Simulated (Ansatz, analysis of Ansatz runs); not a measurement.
# Migration in BaLa2S4 (I-42d): S_i by the interstitialcy path, charge −2

How high is the barrier when S changes place in BaLa2S4 (I-42d)? The case: S_i by the interstitialcy path, charge −2, in a cell of 56 host atoms with 1 S put in.

Program: Ansatz 0.2.0. Level of theory: plane-wave PAW DFT, PBEsol; nudged elastic band between two relaxed defect structures at fixed charge in a uniform background. Results are calculated unless marked as measured.

### 1. Starting point

The cell holds 57 atoms: 8 Ba, 16 La and 33 S. Its edges and angles: a = 12.447 Å, b = 12.447 Å, c = 12.477 Å, α = 59.9°, β = 59.9°, γ = 60.2°. It derives from BaLa2S4 (space group I-42d). Nearest the centre at fractional (0.479, 0.366, 0.797): S57 at 1.24 Å, S42 at 1.25 Å, La11 at 2.49 Å, Ba3 at 2.58 Å, S46 at 2.60 Å, La17 at 2.68 Å, S27 at 3.28 Å, S34 at 3.35 Å. The cell carries charge −2.

The cell's shortest repeat is 12.4 Å.

### 2. Relaxation of the start point, charge −2

The ends come first: from an unrelaxed start the top is counted from too high an energy, and the barrier comes out too low. Small random displacements break the symmetry of the ideal sites, so that the defect can distort if it gains by it. The charge of −2 is set by the electron count, and a uniform background keeps the cell neutral.

Input file qm2.start/input.yaml:

```yaml
crystal:
  lattice:
    - [0.0, 8.82241616, 8.78013777]
    - [8.82241616, 0.0, 8.78013777]
    - [8.82241616, 8.82241616, 0.0]
  atoms:
    - { symbol: Ba, position: [0.125, 0.625, 0.375] }
    - { symbol: Ba, position: [0.375, 0.875, 0.625] }
    - { symbol: Ba, position: [0.625, 0.125, 0.875] }
    - { symbol: Ba, position: [0.875, 0.375, 0.125] }
    - { symbol: Ba, position: [0.0, 0.0, 0.5] }
    - { symbol: Ba, position: [0.25, 0.25, 0.75] }
    - { symbol: Ba, position: [0.5, 0.5, 0.0] }
    - { symbol: Ba, position: [0.75, 0.75, 0.25] }
    - { symbol: La, position: [0.12368136, 1.00131864, 0.12631864] }
    - { symbol: La, position: [0.37368136, 0.25131864, 0.37631864] }
    - { symbol: La, position: [0.62368136, 0.50131864, 0.62631864] }
    - { symbol: La, position: [0.87368136, 0.75131864, 0.87631864] }
    - { symbol: La, position: [-0.00131864, 0.37631864, 0.37368136] }
    - { symbol: La, position: [0.24868136, 0.62631864, 0.62368136] }
    - { symbol: La, position: [0.49868136, 0.87631864, 0.87368136] }
    - { symbol: La, position: [0.74868136, 0.12631864, 0.12368136] }
    - { symbol: La, position: [0.25131864, 0.37368136, -0.00131864] }
    - { symbol: La, position: [0.50131864, 0.62368136, 0.24868136] }
    - { symbol: La, position: [0.75131864, 0.87368136, 0.49868136] }
    - { symbol: La, position: [1.00131864, 0.12368136, 0.74868136] }
    - { symbol: La, position: [0.12631864, 0.74868136, 1.00131864] }
    - { symbol: La, position: [0.37631864, -0.00131864, 0.25131864] }
    - { symbol: La, position: [0.62631864, 0.24868136, 0.50131864] }
    - { symbol: La, position: [0.87631864, 0.49868136, 0.75131864] }
    - { symbol: S, position: [0.23611748, 0.82415068, 0.34321553] }
    - { symbol: S, position: [0.48611748, 0.07415068, 0.59321553] }
    - { symbol: S, position: [0.73611748, 0.32415068, 0.84321553] }
    - { symbol: S, position: [0.98611748, 0.57415068, 0.09321553] }
    - { symbol: S, position: [0.07415068, 0.48611748, 0.84651631] }
    - { symbol: S, position: [0.32415068, 0.73611748, 0.09651631] }
    - { symbol: S, position: [0.57415068, 0.98611748, 0.34651631] }
    - { symbol: S, position: [0.82415068, 0.23611748, 0.59651631] }
    - { symbol: S, position: [0.21821553, 0.97151631, 0.86111748] }
    - { symbol: S, position: [0.46821553, 0.22151631, 0.11111748] }
    - { symbol: S, position: [0.71821553, 0.47151631, 0.36111748] }
    - { symbol: S, position: [0.96821553, 0.72151631, 0.61111748] }
    - { symbol: S, position: [0.11111748, 0.19915068, 0.22151631] }
    - { symbol: S, position: [0.36111748, 0.44915068, 0.47151631] }
    - { symbol: S, position: [0.61111748, 0.69915068, 0.72151631] }
    - { symbol: S, position: [0.86111748, 0.94915068, 0.97151631] }
    - { symbol: S, position: [0.19915068, 0.11111748, 0.46821553] }
    - { symbol: S, position: [0.44915068, 0.36111748, 0.71821553] }
    - { symbol: S, position: [0.69915068, 0.61111748, 0.96821553] }
    - { symbol: S, position: [0.94915068, 0.86111748, 0.21821553] }
    - { symbol: S, position: [0.09321553, 0.34651631, 0.57415068] }
    - { symbol: S, position: [0.34321553, 0.59651631, 0.82415068] }
    - { symbol: S, position: [0.59321553, 0.84651631, 0.07415068] }
    - { symbol: S, position: [0.84321553, 0.09651631, 0.32415068] }
    - { symbol: S, position: [0.09651631, 0.84321553, 0.73611748] }
    - { symbol: S, position: [0.34651631, 0.09321553, 0.98611748] }
    - { symbol: S, position: [0.59651631, 0.34321553, 0.23611748] }
    - { symbol: S, position: [0.84651631, 0.59321553, 0.48611748] }
    - { symbol: S, position: [0.22151631, 0.46821553, 0.19915068] }
    - { symbol: S, position: [0.47151631, 0.71821553, 0.44915068] }
    - { symbol: S, position: [0.72151631, 0.96821553, 0.69915068] }
    - { symbol: S, position: [0.97151631, 0.21821553, 0.94915068] }
    - { symbol: S, position: [0.503885, 0.371115, 0.878885] }
total_charge: -2
basis:
  ecutwfc: 420
  xc_grid: 2
hamiltonian:
  xc: pbesol
kpoints:
  mp_grid: { grid: [1, 1, 1], shift: [0.25, 0.25, 0.25] }
scf:
  occupations: { method: fixed }
  max_iter: 120
output:
  forces: true
relax:
  f_tol: 0.02
  max_steps: 70
  random_displacement: { amplitude: 0.03, seed: 1122 }
```

On the command line:

```bash
ansatz run input.yaml --threads 32 --pin off --max-ram 84787MiB --backend cuda --events-out ev --progress --plain --runs-dir out --max-vram 78GiB
```

Log:

```text
[...]
Engine: ansatz 0.2.0, aarch64-unknown-linux-gnu
[...]
Pseudopotential: Ba, paw, valence charge 10, recommended cutoff 420 eV (normal), Ba.paw.azcp
Pseudopotential: La, paw, valence charge 11, recommended cutoff 420 eV (normal), La.paw.azcp
Pseudopotential: S, paw, valence charge 6, recommended cutoff 420 eV (normal), S.paw.azcp
Functional definition: PBEsol
[...]
Crystal: 57 atoms, lattice volume = 1366.805 Å³
Basis set: ecut = 420 eV, 26637 PW (Γ), exchange–correlation on 180×180×180 points (8 copies of the dense FFT grid, shifted against one another)
Bands: 285, of which v1, the nominal top of the filled ones, is band 228 counted from 1 (227 counted from 0)
[...]
k-points: 1
[...]
SCF iter   2: F=—  HF=-174782.612985 eV  |F-HF|=—  |Δ(HF+E_count)|=   3.25e-1  Δρ=3.43e-3  dr2=2.19e-1  ethr=4.02e-4  ⟨swp⟩=4.0  Hψ=413  notcnv=0  defer=55
[...]
SCF 1 converged in 7 iterations: F = -174782.571930 eV  dr2 = 2.97e-6
[...]
relax step   1: F+E_penalty+E_count = -174782.57193025 eV  Δ(F+E_penalty+E_count) = +0.000e0 eV  max|allowed force component| = 2.118e0 eV/Å  Δτ_max = 0.0000 Å  (7 SCF iters, dr2 threshold 1.00e-5 eV, [...]
[...]
SCF iter   1: F=—  HF=-174784.164141 eV  |F-HF|=—  |Δ(HF+E_count)|=         —  Δρ=3.80e-3  dr2=4.18e-1  ethr=9.19e-5  ⟨swp⟩=1.0  Hψ=969  notcnv=0  defer=51
[...]
SCF iter   2: F=—  HF=-174784.070915 eV  |F-HF|=—  |Δ(HF+E_count)|=   9.32e-2  Δρ=1.79e-3  dr2=6.83e-2  ethr=9.17e-5  ⟨swp⟩=3.0  Hψ=397  notcnv=0  defer=55
[...]
SCF 6 converged in 6 iterations: F = -174784.434503 eV  dr2 = 1.81e-8
relax step   6: F+E_penalty+E_count = -174784.43450299 eV  Δ(F+E_penalty+E_count) = -6.356e-4 eV  max|allowed force component| = 1.764e-2 eV/Å  Δτ_max = 0.0142 Å  (6 SCF iters, accepted)
SCF converged after 6 iterations
[...]
```

Elapsed: 4.2 s, on 1 × NVIDIA GB200 with 32 threads of Arm Neoverse V2, shared host; peak memory 1.4 GiB.

Step by step:

```csv
step,energy less that of the first step (eV),largest force component (eV/Å)
1,0.0000,2.1182
2,-1.4816,0.6557
3,-1.7940,0.2246
4,-1.8593,0.1054
5,-1.8619,0.0384
6,-1.8626,0.0176
```

The atoms that moved most (Å, from the sites as typed, ahead of the random displacement, the mean shift of all atoms taken out):

```csv
atom,dx,dy,dz,length
S42,-0.181,-0.310,-0.038,0.361
S46,0.175,-0.296,0.054,0.348
S27,-0.129,0.246,0.186,0.334
S34,0.130,0.237,-0.192,0.332
S38,-0.081,-0.137,0.003,0.159
S49,0.075,-0.135,-0.011,0.154
S56,0.014,0.132,0.023,0.135
S31,-0.023,0.129,-0.029,0.134
```

Neighbours of S57 at the end:

```csv
atom,distance (Å)
La11,2.672
La17,2.676
Ba3,2.784
Ba7,2.787
S34,2.821
S27,2.825
S46,2.831
S42,2.836
```

Read from the output:

```yaml
free_energy: -174784.4345 eV
r_m_s_move_of_the_farther_half_of_the_atoms: 0.05299 Å
largest_move_from_the_ideal_geometry_of_this_structure_a_common_shift_of_the_far_atoms_taken_out: 0.3610 Å
```

The relaxation gained 1.863 eV and ended with a largest force component of 0.018 eV/Å.

### 3. Relaxation of the end point, charge −2

The end point is relaxed in the same cell and settings, so that the two energies compare. Atoms more than 3.2 Å from the middle of the hop start where the first relaxation left them, the nearer ones on or close to their ideal places, with small random displacements.

Input file qm2.end/input.yaml:

```yaml
crystal:
  lattice:
    - [0.0, 8.82241616, 8.78013777]
    - [8.82241616, 0.0, 8.78013777]
    - [8.82241616, 8.82241616, 0.0]
  atoms:
    - { symbol: Ba, position: [0.12220992, 0.62639398, 0.37282634] }
    - { symbol: Ba, position: [0.37391122, 0.87701762, 0.62240786] }
    - { symbol: Ba, position: [0.625, 0.125, 0.875] }
[... 7 atom lines left out ...]
    - { symbol: La, position: [0.62368136, 0.50131864, 0.62631864] }
[... 2 atom lines left out ...]
    - { symbol: La, position: [0.24414812, 0.63086451, 0.6192133] }
[... 2 atom lines left out ...]
    - { symbol: La, position: [0.25131864, 0.37368136, -0.00131864] }
[... 5 atom lines left out ...]
    - { symbol: La, position: [0.62402019, 0.2516349, 0.49835215] }
[... 3 atom lines left out ...]
    - { symbol: S, position: [0.76743331, 0.31375696, 0.83858973] }
[... 4 atom lines left out ...]
    - { symbol: S, position: [0.82255619, 0.23737091, 0.59430391] }
[... 1 atom line left out ...]
    - { symbol: S, position: [0.46284307, 0.20477609, 0.1422032] }
[... 7 atom lines left out ...]
    - { symbol: S, position: [0.4961, 0.1289, 0.7539] }
[... 3 atom lines left out ...]
    - { symbol: S, position: [0.34321553, 0.59651631, 0.82415068] }
[... 3 atom lines left out ...]
    - { symbol: S, position: [0.34803315, 0.09284844, 0.98434672] }
[... 6 atom lines left out ...]
    - { symbol: S, position: [0.453389, 0.360562, 0.716005] }
total_charge: -2
basis:
  ecutwfc: 420
  xc_grid: 2
hamiltonian:
  xc: pbesol
kpoints:
  mp_grid: { grid: [1, 1, 1], shift: [0.25, 0.25, 0.25] }
scf:
  occupations: { method: fixed }
  max_iter: 120
output:
  forces: true
relax:
  f_tol: 0.02
  max_steps: 70
  random_displacement: { amplitude: 0.01, seed: 1122 }
```

Log:

```text
[...]
Crystal: 57 atoms, lattice volume = 1366.805 Å³
Basis set: ecut = 420 eV, 26637 PW (Γ), exchange–correlation on 180×180×180 points (8 copies of the dense FFT grid, shifted against one another)
Bands: 285, of which v1, the nominal top of the filled ones, is band 228 counted from 1 (227 counted from 0)
[...]
k-points: 1
[...]
SCF iter   2: F=—  HF=-174781.765465 eV  |F-HF|=—  |Δ(HF+E_count)|=   3.31e-1  Δρ=3.48e-3  dr2=2.36e-1  ethr=4.18e-4  ⟨swp⟩=4.0  Hψ=415  notcnv=0  defer=54
[...]
SCF 1 converged in 8 iterations: F = -174781.722098 eV  dr2 = 5.66e-7
[...]
relax step   1: F+E_penalty+E_count = -174781.72209761 eV  Δ(F+E_penalty+E_count) = +0.000e0 eV  max|allowed force component| = 1.923e0 eV/Å  Δτ_max = 0.0000 Å  (8 SCF iters, dr2 threshold 1.00e-5 eV, [...]
[...]
SCF 7 converged in 6 iterations: F = -174784.434351 eV  dr2 = 1.65e-8
relax step   7: F+E_penalty+E_count = -174784.43435117 eV  Δ(F+E_penalty+E_count) = -2.917e-4 eV  max|allowed force component| = 1.814e-2 eV/Å  Δτ_max = 0.0164 Å  (6 SCF iters, accepted)
SCF converged after 6 iterations
[...]
```

The job ended after 4.4 s (1 × NVIDIA GB200 with 32 threads; peak memory 1.4 GiB; 18 s of CPU time).

The steps of the relaxation:

```csv
step,energy less that of the first step (eV),largest force component (eV/Å)
1,0.0000,1.9232
2,-2.1004,0.7685
3,-2.6820,0.1842
4,-2.6988,0.2265
5,-2.7119,0.0341
6,-2.7120,0.0282
7,-2.7123,0.0181
```

The atoms that moved most (Å, from the sites as typed, ahead of the random displacement):

```csv
atom,dx,dy,dz,length
S26,-0.322,-0.179,-0.019,0.369
S50,0.250,0.137,-0.207,0.352
S55,-0.271,0.208,0.063,0.347
S57,0.273,-0.146,0.152,0.345
S34,-0.075,-0.254,0.215,0.341
S27,0.143,-0.220,-0.172,0.314
S31,-0.113,-0.200,0.036,0.232
S36,-0.136,0.091,-0.044,0.169
```

Neighbours of S57 at the end:

```csv
atom,distance (Å)
La11,2.740
La14,2.819
S42,2.823
S46,3.059
La17,3.121
La23,3.202
S38,3.293
Ba3,3.336
Ba6,3.388
```

Numbers from this step:

| Quantity | Value |
| --- | --- |
| free energy | -174784.4344 eV |
| r.m.s. move of the farther half of the atoms | 0.04864 Å |
| largest move from the ideal geometry of this structure, a common shift of the far atoms taken out | 0.3595 Å |

The relaxation gained 2.712 eV and ended with a largest force component of 0.018 eV/Å. The end lies within 1 meV of the start.

[end of part 1 of 2]

[Logs are printed without paths, hosts, clocks, repeated set-up lines and the standing remarks that a program may print on its own settings, such as how far it seeks lower states.]

[Hosts, paths, dates, database ids (printed as entryN), source tags and the programs' standing remarks are cut or masked in the printed files.]
